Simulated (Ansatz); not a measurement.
## CH3 on Al(100), bridge start, 2x2 cell: work function, bands and core levels

Wanted: core-level shifts and unfolded surface bands for CH3 on Al(100), bridge start, 2x2 cell.

Method: DFT, PBE, plane-wave PAW, default files, scalar-relativistic, in Ansatz 0.2.0.

Report form: the programs' logs are mostly left out.

**1. Starting point**

The cell holds 5 atoms: 5 Al. Its edges and angles: a = 2.857 Å, b = 2.857 Å, c = 23.080 Å, α = 90.0°, β = 90.0°, γ = 90.0°. It derives from Al. Vacuum lies along c.

**2. The clean face**

The clean face is the reference for what the added atoms change.

input.yaml reads:

```yaml
crystal:
  lattice:
    - [2.856711396, 0.0, 0.0]
    - [0.0, 2.856711396, 0.0]
    - [0.0, 0.0, 23.08]
  atoms:
    - { symbol: Al, position: [0.0, 0.0, 0.675043328] }
    - { symbol: Al, position: [0.5, 0.5, 0.587521664] }
    - { symbol: Al, position: [0.0, 0.0, 0.5] }
    - { symbol: Al, position: [0.5, 0.5, 0.412478336] }
    - { symbol: Al, position: [0.0, 0.0, 0.324956672] }
kpoints:
  mp_grid: { grid: [14, 14, 1] }
scf:
  occupations: { method: fermi_dirac, width: 0.05 }
  n_extra_bands: 12
hamiltonian:
  xc: pbe
  pseudopotentials: { kind: paw }
output:
  forces: true
  write_potential: true
  volumetric_format: []
  dos:
    projected: true
    de: 0.05
    e_range: [-30, 12]
    method: { smearing: { sigma: 0.1, scheme: gaussian } }
efield:
  axis: 3
  dipole_correction: true
relax:
  f_tol: 0.03
  max_steps: 50
  constraints: [{ sites: [2, 3, 4] }]
```

Launch:

```console
> ansatz run input.yaml --threads 4 --pin off --max-ram 12288MiB --backend cpu --events-out ev --progress --plain --runs-dir out
```

It took 6.7 s on 4 threads of Arm Neoverse V1, shared host; peak memory 0.46 GiB; 25 s of CPU time.

Step by step:

```
step  energy less that of the first step (eV)  largest force component (eV/Å)
   1                                   0.0000                          0.0774
   2                                  -0.0022                          0.0218
```

Forces are held to the 8 operations that the run works with; a distortion that breaks them can't arise in this run.

The atoms that moved most (Å):

```
atom     dx     dy     dz  length
 Al1  0.000  0.000  0.063   0.063
 Al2  0.000  0.000  0.029   0.029
```

Final coordinates:

```xyz
5
Lattice="2.8567 0.0000 0.0000 0.0000 2.8567 0.0000 0.0000 0.0000 23.0800" Properties=species:S:1:pos:R:3
Al    0.0000    0.0000   15.6435
Al    1.4284    1.4284   13.5886
Al    0.0000    0.0000   11.5400
Al    1.4284    1.4284    9.5200
Al    0.0000    0.0000    7.5000
```

Numbers from this step:

```
free energy                                    : -2686.5655 eV
energy at zero smearing                        : -2686.5530 eV
smearing term TS                               : 0.02504 eV
Fermi energy                                   : 1.122 eV
symmetry operations                            : 8
zero of energy                                 : Fermi level
share of occupied states in no projected shell : 0.015 of the occupied states in the window
DOS at the Fermi level                         : 3.269 states/eV/cell
work function, upper face                      : 4.274 eV
work function, lower face                      : 4.288 eV
```

The DOS has structure finer than the step of the table below, so its rows give means over 0.5 eV, whole bins alone (the curve runs from -12.5 to 4.92 eV). Peaks (eV: height): total -1.77: 3.60, 0.03: 3.45, 2.42: 3.85, 3.23: 3.21, 3.83: 3.32, 4.22: 4.66, 4.83: 4.39; Al 3p -1.77: 2.47, 0.03: 2.52, 2.42: 2.37, 3.02: 2.08, 3.83: 2.12, 4.22: 2.83, 4.83: 2.52; Al 3s -6.08: 0.817, -3.17: 0.902, -1.77: 1.06, 0.82: 1.02, 2.42: 1.07, 3.23: 0.856, 4.22: 0.879.

The DOS by E, zero at the Fermi level; means over each step; values in states/eV/cell:

```
E (eV)   total    Al 3p   Al 3s
 -11.5       0        0       0
 -11.0  0.0287  0.00541  0.0233
 -10.5   0.340    0.111   0.229
 -10.0   0.417    0.203   0.213
  -9.5   0.649    0.345   0.303
  -9.0   0.735    0.436   0.297
  -8.5   0.825    0.514   0.309
  -8.0   0.919    0.573   0.344
  -7.5    1.20    0.769   0.428
  -7.0   0.997    0.656   0.338
  -6.5    1.06    0.680   0.376
  -6.0    1.66     1.07   0.576
  -5.5    1.25    0.816   0.427
  -5.0    1.69     1.08   0.589
  -4.5    1.15    0.768   0.368
  -4.0    1.84     1.14   0.679
  -3.5    1.77     1.15   0.596
  -3.0    1.81     1.20   0.589
  -2.5    2.04     1.33   0.667
  -2.0    2.20     1.56   0.591
  -1.5    1.82     1.31   0.471
  -1.0    2.30     1.60   0.632
  -0.5    2.30     1.59   0.624
   0.0    2.20     1.65   0.464
   0.5    1.83     1.17   0.564
   1.0    2.74     1.84   0.720
   1.5    2.38     1.60   0.593
   2.0    2.38     1.60   0.567
   2.5    2.97     1.88   0.774
   3.0    2.56     1.68   0.562
   3.5    2.64     1.63   0.558
   4.0    3.43     2.03   0.628
   4.5    3.24     1.84   0.510
```

The planar mean, electrostatic potential oscillates, so the rows of the table below give means over windows of 2.02 Å about each position, cut where the curve ends. Its maxima inside the range that stand out by 2 % of the span (Å: eV): 8.5: -2.07, 10.5: -2.07, 12.5: -1.86, 14.6: -1.86. Its minima: 7.5: -5.87, 9.5: -6.07, 11.5: -6.08, 13.6: -6.05, 15.6: -5.87.

From the Fermi level. Planar mean, electrostatic potential against z; means over each step:

```
z (Å)  planar mean, electrostatic potential (eV)
 1.01                                       4.29
 3.03                                       4.29
 5.05                                       4.03
 7.07                                      -3.08
 9.09                                      -4.63
11.11                                      -4.64
13.13                                      -4.53
15.15                                      -4.38
17.17                                       2.00
19.19                                       4.26
21.21                                       4.27
```

The spectra weight each projected shell by its atomic cross section (Dirac–Hartree–Slater) and angular factor, for linear light with the analyser at 30° from the polarisation. Broadening, on top of any smearing of the DOS itself: a Gaussian of 0.2 eV and a Lorentzian of 0.1 eV plus 0.08 times the binding energy (full widths), Fermi edge at 20 K. Each atom is damped by exp[−depth/(λ cos θ)], θ = 60° from the normal, λ from the universal curve. Curves are cut 10 eV under the photon energy, above any shell that the free atom's threshold puts out of reach, or at the lower edge of the window: 11.2 eV at 21.2 eV, 12.5 eV at 100 eV, 12.5 eV at 400 eV, 12.5 eV at 1486.7 eV and 12.5 eV at 8047.8 eV. Dipole terms alone, which is rough above 3 keV; no background, satellites or final-state effects.

Share of each shell in the spectrum's area (%), by photon energy:

```
shell  21.2 eV  100 eV  400 eV  1486.7 eV  8047.8 eV
Al 3s     75.0    44.3    62.8       86.3       97.6
Al 3p     25.0    55.7    37.2       13.7        2.4
```

Cross sections used, in Mb an electron:

```
shell  21.2 eV  100 eV  400 eV  1486.7 eV  8047.8 eV
Al 3s     0.15   0.053  0.0054     3.5e-4     4.3e-6
Al 3p    0.070   0.040  0.0019     4.0e-5     1.0e-7
```

At the Fermi level the DOS is 3.27 states/eV a cell, and on the broadened curves Al 3p holds 72 % of the total there.

**3. Relaxation**

System of this step: Al20H3C. The cell holds 24 atoms: 3 H, 1 C and 20 Al. Its edges and angles: a = 5.713 Å, b = 5.713 Å, c = 24.990 Å, α = 90.0°, β = 90.0°, γ = 90.0°. It derives from Al. How the cell was made: adsorbate; added: CH3; site: bridge; coverage 0.25 monolayer; cell: 2x2; on one face. Regions: ad, 4 atoms (3 H and 1 C); L1, 4 atoms (4 Al); L2, 4 atoms (4 Al); L3, 4 atoms (4 Al); rest, 8 atoms (8 Al). Vacuum lies along c.

Levels and vacuum steps follow bond lengths, so the atoms are relaxed first. 12 atoms are held to stand for the bulk. A dipole correction cancels the field between unlike faces.

input.yaml reads:

```yaml
crystal:
  lattice:
    - [5.713422792, 0.0, 0.0]
    - [0.0, 5.713422792, 0.0]
    - [0.0, 0.0, 24.99]
  atoms:
    - { symbol: H, position: [0.432464352, 0.0, 0.699879952] }
    - { symbol: H, position: [0.163298326, 0.155773524, 0.699879952] }
    - { symbol: H, position: [0.16338419, 0.844226476, 0.699879952] }
    - { symbol: C, position: [0.251739806, 0.0, 0.68547419] }
    - { symbol: Al, position: [0.0, 0.0, 0.62344938] }
    - { symbol: Al, position: [0.5, 0.0, 0.62344938] }
    - { symbol: Al, position: [0.0, 0.5, 0.62344938] }
    - { symbol: Al, position: [0.5, 0.5, 0.62344938] }
    - { symbol: Al, position: [0.25, 0.25, 0.542617047] }
    - { symbol: Al, position: [0.75, 0.25, 0.542617047] }
    - { symbol: Al, position: [0.25, 0.75, 0.542617047] }
    - { symbol: Al, position: [0.75, 0.75, 0.542617047] }
    - { symbol: Al, position: [0.0, 0.0, 0.461784714] }
    - { symbol: Al, position: [0.5, 0.0, 0.461784714] }
    - { symbol: Al, position: [0.0, 0.5, 0.461784714] }
    - { symbol: Al, position: [0.5, 0.5, 0.461784714] }
    - { symbol: Al, position: [0.25, 0.25, 0.380952381] }
    - { symbol: Al, position: [0.75, 0.25, 0.380952381] }
    - { symbol: Al, position: [0.25, 0.75, 0.380952381] }
    - { symbol: Al, position: [0.75, 0.75, 0.380952381] }
    - { symbol: Al, position: [0.0, 0.0, 0.300120048] }
    - { symbol: Al, position: [0.5, 0.0, 0.300120048] }
    - { symbol: Al, position: [0.0, 0.5, 0.300120048] }
    - { symbol: Al, position: [0.5, 0.5, 0.300120048] }
kpoints:
  mp_grid: { grid: [6, 6, 1] }
scf:
  occupations: { method: fermi_dirac, width: 0.05 }
  n_extra_bands: 18
hamiltonian:
  xc: pbe
  pseudopotentials: { kind: paw }
output:
  forces: true
  write_potential: true
  volumetric_format: []
efield:
  axis: 3
  dipole_correction: true
relax:
  f_tol: 0.03
  max_steps: 45
  constraints: [{ sites: [12, 13, 14, 15, 16, 17, 18, 19, 20, 21, 22, 23] }]
```

Elapsed: 4.2 min, on 4 threads; peak memory 1.6 GiB.

Step by step:

```
step  energy less that of the first step (eV)  largest force component (eV/Å)
   1                                   0.0000                          0.9488
   2                                  -0.2411                          0.4398
   3                                  -0.3103                          0.3097
   4                                  -0.3318                          0.1755
   5                                  -0.3471                          0.2128
   6                                  -0.4207                          0.5824
   7                                  -0.5238                          0.7474
   8                                  -0.6112                          0.5552
   9                                  -0.6557                          0.2355
  10                                  -0.6789                          0.0328
  11                                  -0.6806                          0.1317
  12                                  -0.6870                          0.2061
  13                                  -0.6902                          0.0134
  14                                  -0.6902                          0.0129
```

The atoms that moved most (Å):

```
atom      dx      dy      dz  length
  H1   1.305   0.000   0.665   1.465
  C4   1.321   0.000   0.609   1.454
  H2   1.294   0.004   0.605   1.429
  H3   1.294  -0.004   0.605   1.428
 Al6  -0.014   0.000   0.141   0.142
 Al5  -0.020   0.000  -0.069   0.072
 Al8   0.004   0.000  -0.069   0.069
 Al7  -0.004   0.000   0.031   0.031
```

The relaxed structure:

```cif
data_structure
_symmetry_space_group_name_H-M 'P 1'
_symmetry_Int_Tables_number 1
_cell_length_a 5.7134
_cell_length_b 5.7134
_cell_length_c 24.9900
_cell_angle_alpha 90.000
_cell_angle_beta 90.000
_cell_angle_gamma 90.000
_cell_volume 815.75
loop_
_atom_site_label
_atom_site_type_symbol
_atom_site_fract_x
_atom_site_fract_y
_atom_site_fract_z
_atom_site_occupancy
H1 H 0.66086 0.00001 0.72650 1
H2 H 0.38984 0.15639 0.72407 1
H3 H 0.38986 0.84359 0.72407 1
C4 C 0.48288 0.00000 0.70984 1
Al5 Al 0.99644 0.00000 0.62068 1
Al6 Al 0.49751 0.00000 0.62909 1
Al7 Al 0.99930 0.50000 0.62469 1
Al8 Al 0.50078 0.50000 0.62069 1
Al9 Al 0.25039 0.24887 0.54294 1
Al10 Al 0.74838 0.24918 0.54261 1
Al11 Al 0.25039 0.75113 0.54294 1
Al12 Al 0.74838 0.75082 0.54261 1
Al13 Al 0.00000 0.00000 0.46178 1
Al14 Al 0.50000 0.00000 0.46178 1
Al15 Al 0.00000 0.50000 0.46178 1
Al16 Al 0.50000 0.50000 0.46178 1
Al17 Al 0.25000 0.25000 0.38095 1
Al18 Al 0.75000 0.25000 0.38095 1
Al19 Al 0.25000 0.75000 0.38095 1
Al20 Al 0.75000 0.75000 0.38095 1
Al21 Al 0.00000 0.00000 0.30012 1
Al22 Al 0.50000 0.00000 0.30012 1
Al23 Al 0.00000 0.50000 0.30012 1
Al24 Al 0.50000 0.50000 0.30012 1
```

Numbers from this step:

```
free energy               : -11045.2513 eV
energy at zero smearing   : -11045.2104 eV
smearing term TS          : 0.08171 eV
Fermi energy              : 0.8710 eV
symmetry operations       : 1
work function, upper face : 4.258 eV
work function, lower face : 4.301 eV
```

The relaxation ends 29 meV an atom lower, with a largest force component of 0.013 eV/Å on the free atoms. Between step 2 and this run (24 atoms) the value for the work function, upper face moves from 4.27 eV to 4.26 eV.

**4. Layer-resolved bands, DOS and potential**

The main run: bands along the zone's path, each state's share in the top and middle regions, the DOS and the planar potential. The cell holds 4 small cells, so the bands are unfolded.

input.yaml reads:

```yaml
crystal:
  lattice:
    - [5.713422792, 0.0, 0.0]
    - [0.0, 5.713422792, 0.0]
    - [0.0, 0.0, 24.99]
  atoms:
    - { symbol: H, position: [0.6608639876, 1.11077e-05, 0.7264989115] }
    - { symbol: H, position: [0.3898418505, 0.1563894988, 0.7240714831] }
    - { symbol: H, position: [0.3898643723, 0.8435946438, 0.7240716945] }
    - { symbol: C, position: [0.4828783554, -1.4236e-06, 0.7098426931] }
    - { symbol: Al, position: [-0.0035594471, -1.233e-06, 0.6206781199] }
    - { symbol: Al, position: [0.4975125071, -9.487e-07, 0.6290869877] }
    - { symbol: Al, position: [-0.0007031248, 0.4999987004, 0.6246908989] }
    - { symbol: Al, position: [0.5007785324, 0.4999986625, 0.6206896421] }
    - { symbol: Al, position: [0.2503889974, 0.2488698989, 0.5429446036] }
    - { symbol: Al, position: [0.7483759479, 0.2491815835, 0.5426126555] }
    - { symbol: Al, position: [0.2503891393, 0.7511284479, 0.5429446688] }
    - { symbol: Al, position: [0.7483755738, 0.750817001, 0.5426127686] }
    - { symbol: Al, position: [0.0, 0.0, 0.461784714] }
    - { symbol: Al, position: [0.5, 0.0, 0.461784714] }
    - { symbol: Al, position: [0.0, 0.5, 0.461784714] }
    - { symbol: Al, position: [0.5, 0.5, 0.461784714] }
    - { symbol: Al, position: [0.25, 0.25, 0.380952381] }
    - { symbol: Al, position: [0.75, 0.25, 0.380952381] }
    - { symbol: Al, position: [0.25, 0.75, 0.380952381] }
    - { symbol: Al, position: [0.75, 0.75, 0.380952381] }
    - { symbol: Al, position: [0.0, 0.0, 0.300120048] }
    - { symbol: Al, position: [0.5, 0.0, 0.300120048] }
    - { symbol: Al, position: [0.0, 0.5, 0.300120048] }
    - { symbol: Al, position: [0.5, 0.5, 0.300120048] }
kpoints:
  mp_grid: { grid: [8, 8, 1] }
scf:
  occupations: { method: fermi_dirac, width: 0.05 }
  n_extra_bands: 24
hamiltonian:
  xc: pbe
  pseudopotentials: { kind: paw }
output:
  forces: true
  write_potential: true
  volumetric_format: []
  efg: { contact_densities: true }
  dos:
    projected:
      site_lists:
        adsorbate: [0, 1, 2, 3]
        layer_1: [4, 5, 6, 7]
        layer_2: [8, 9, 10, 11]
        layer_3: [12, 13, 14, 15]
        other_layers: [16, 17, 18, 19, 20, 21, 22, 23]
    de: 0.05
    e_range: [-30, 12]
    method: { smearing: { sigma: 0.15, scheme: gaussian } }
  eigenstates:
    kpoints:
      - [0.0, 0.0, 0.0]
      - [-0.07142857, -0.07142857, 0.0]
      - [-0.14285714, -0.14285714, 0.0]
      - [-0.21428571, -0.21428571, 0.0]
      - [-0.28571429, -0.28571429, 0.0]
      - [-0.35714286, -0.35714286, 0.0]
      # [... 24 more points ...]
      - [0.0, -0.2, 0.0]
      - [0.0, -0.1, 0.0]
    e_range: [-8.0, 4.0]
    unfold:
      supercell_matrix: [[2, 0, 0], [0, 2, 0], [0, 0, 1]]
      layers:
        axis: 3
        edges: [0.140056, 0.416966, 0.417066, 0.581715, 0.581815, 0.886561]
efield:
  axis: 3
  dipole_correction: true
```

It took 2.2 min on 4 threads; peak memory 2.5 GiB; 8.7 min of CPU time.

Numbers from this step:

```
free energy                                    : -11045.3267 eV
energy at zero smearing                        : -11045.2919 eV
smearing term TS                               : 0.06967 eV
Fermi energy                                   : 0.8921 eV
share of occupied states in no projected shell : 0.0142 of the occupied states in the window
DOS at the Fermi level                         : 8.712 states/eV/cell
work function, upper face                      : 4.266 eV
work function, lower face                      : 4.309 eV
```

A(k,E), total over k along the path and E. Zero: Fermi level.

Values in eV⁻¹, 12 rows by 16 columns, each cell a mean:
```
1.77 1.71 0.92 1.48 1.92 1.56 0.97 1.33 0.89 0.73 0.65 0.90 1.08 2.05 2.41 1.82
1.42 2.40 1.75 1.57 1.79 0.69 0.22 0.57 1.17 0.85 0.62 0.78 0.75 1.63 2.48 1.25
2.93 1.81 1.55 1.82 1.29 0.69 0.71 0.81 1.13 0.67 1.06 1.21 1.35 1.03 2.05 3.08
1.85 2.16 2.17 1.71 0.43 0.17 0.22 0.18 0.84 1.03 0.77 0.91 0.65 0.44 2.19 2.02
3.28 2.02 1.90 1.22 0.54 0.18 0.16 0.20 0.79 1.14 1.07 0.36 0.46 1.30 0.91 3.33
2.69 1.83 1.28 0.71 0.51 0.62 0.49 0.60 0.61 1.16 0.86 1.32 1.50 0.78 1.45 2.33
2.03 1.33 0.67 0.44 0.58 0.46 0.58 0.46 0.53 1.23 1.00 0.84 0.57 1.35 1.36 2.21
0.70 0.82 0.61 0.36 0.52 0.70 0.49 0.61 0.61 0.67 1.36 1.22 1.67 1.24 1.92 0.72
0.25 0.95 0.62 0.70 0.29 0.34 0.58 0.42 0.21 0.71 1.45 1.09 1.02 1.97 1.35 0.19
0.51 1.09 1.07 0.75 1.03 0.50 0.36 0.43 0.94 0.74 1.53 2.33 2.41 1.98 0.64 0.52
0.10 0.30 0.89 0.74 0.34 0.82 0.89 0.86 0.42 0.68 0.82 1.95 1.42 0.26 0.12 0.10
0.03 0.05 0.71 0.68 0.75 0.15 0.09 0.11 0.63 0.61 0.95 0.19 0.12 0.06 0.04 0.03
```
Columns: k along the path (Å⁻¹) from 0 to 3.75; rows upwards: E (eV) from -7.7 to 3.49.

A(k,E), top over k along the path and E. Zero: Fermi level.

Ten even steps from '0' (0.01 eV⁻¹) to '9' (1.11 eV⁻¹), each cell a mean:
```
44431025143655555312021311123346464
22331351341111211231211133322244512
32335511523100000222202011221146623
56764326142100001221201221112334155
86531262211122222123021412233212498
45223622210000101110022033211002724
23356234100000000011321021111014442
96731331210000000002212211001133149
34132321111000000112232200111431173
43242121012111111111222211134201624
53413002100111111211122034431116135
13221100111111111001222122111151231
21130211211000101112121411112621422
01211120022110001121114311246214110
00113011001222222210013156641152100
00121102100011111000121322112422000
11111311321010000012311422344221111
55567565454333333455457799977655555
11123333223421112332233233333221111
00001202100022222100120222100000000
00000120210000000001202000000000000
00000002022000000022010000000000000
```
Columns: k along the path (Å⁻¹) from 0 to 3.75; rows upwards: E (eV) from -7.7 to 3.49.

A(k,E), middle over k along the path and E. Zero: Fermi level.

Ten even steps from '0' (0.01 eV⁻¹) to '9' (2.50 eV⁻¹), each cell a mean:
```
33321013034230003001010100011634233
11221131241200001110100011111132311
11243301322200000111101000100073311
33442114234000000310100110001233123
43311142211011010121010201111106254
23411423130000000010011011110003512
12234233300000000031210000000002731
66422322200000000001101100000021246
34243232000000000003121100001210193
74332230001000000001211100122100317
42314201000000000000211022210003024
44431000000000000000311011000031134
42120100000000000001010200001311364
03100010001000000000032100123113420
00101000000011111000012033320133300
00310001000000000000013211001325000
00010100100000000000100211133350000
00031010010000000001001333324500000
00001101001100000110000122463000000
00002101000011111000010165310000000
00000310110000000000101200000000000
00000111011000000011011100000000000
```
Columns: k along the path (Å⁻¹) from 0 to 3.75; rows upwards: E (eV) from -7.7 to 3.49.

A(k,E), bottom over k along the path and E. Zero: Fermi level.

Ten even steps from '0' (0.01 eV⁻¹) to '9' (1.83 eV⁻¹), each cell a mean:
```
44441024144542124202020200123565464
12341241442201112221211033321264511
22345411523100000312202011111177512
55774216254100000321100221112445145
75432262311122222132011422343214587
35313733320000000010022143321002823
23457345200000000022311122110014652
98732442200000000003212211000132259
45243432110000000013232200011420194
64453231011110000011321211134201516
74414102100111111111321034431014147
35321100111111110001331122100141253
32120200011000101112111310111411643
02310010012110000110024201134116310
00102011000122222100013044421162200
00230101100000100000022311113623000
00011100210000000001200311355240000
00023020021000000012002266533300000
00001111001210001210011122342000000
00001201100012221000110343200000000
00000230110000000001203100000000000
00000012012000000021021100000000000
```
Columns: k along the path (Å⁻¹) from 0 to 3.75; rows upwards: E (eV) from -7.7 to 3.49.

(Part 1 of 3 ends here.)

[Logs are printed without paths, hosts, clocks, repeated set-up lines and the standing remarks that a program may print on its own settings, such as how far it seeks lower states.]

[Hosts, paths, dates, database ids (printed as entryN), source tags and the programs' standing remarks are cut or masked in the printed files.]

[Maps of the electrostatic potential energy from Ansatz leave out the sawtooth potential of an applied field or a dipole correction, so their vacuum need not be flat; work functions include it.]
